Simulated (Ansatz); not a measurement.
# Work functions of 8 metals against electronegativity: Y, Mg, V, Cd, Be, In, Rh, Pd (PBEsol)

How far does a number tabulated for the element predict the work function of the metal?

All values are computed: Ansatz 0.2.0, PBEsol, plane waves, scalar-relativistic unless marked; slabs or sheets with vacuum, the vacuum level from the planar mean of the electrostatic potential.

| metal and face | Pauling electronegativity | work function (eV) | line (eV) |
| --- | --- | --- | --- |
| (100) face of hcp Y | 1.22 | 2.90 | 3.24 |
| (100) face of hcp Mg | 1.31 | 3.68 | 3.38 |
| (100) face of bcc V | 1.63 | 3.77 | 3.88 |
| (001) face of hcp Cd | 1.69 | 3.95 | 3.97 |
| (111) face of bcc Be | 1.57 | 3.97 | 3.78 |
| (001) face of In | 1.78 | 4.12 | 4.11 |
| (110) face of fcc Rh | 2.28 | 4.66 | 4.88 |
| (110) face of fcc Pd | 2.2 | 4.95 | 4.76 |

A least-squares line gives work function = 1.55 × electronegativity + 1.35 eV, with correlation 0.94. The line misses the rows by 0.17 eV on average, and their plain mean by 0.43 eV, so the line does better. Both numbers measure how tightly the outermost electrons are held, so they rise together. The largest miss is Y, 0.34 eV below the line; the surface dipole and the bulk Fermi level, which such a number can't hold, differ with face and density.

**Worked step.** For Be: 1.55 × 1.57 + 1.35 = 3.78 eV, against 3.97 eV computed.

One face a metal, thin 1×1 slabs on database lattices. Not in the ambient phase: Be.
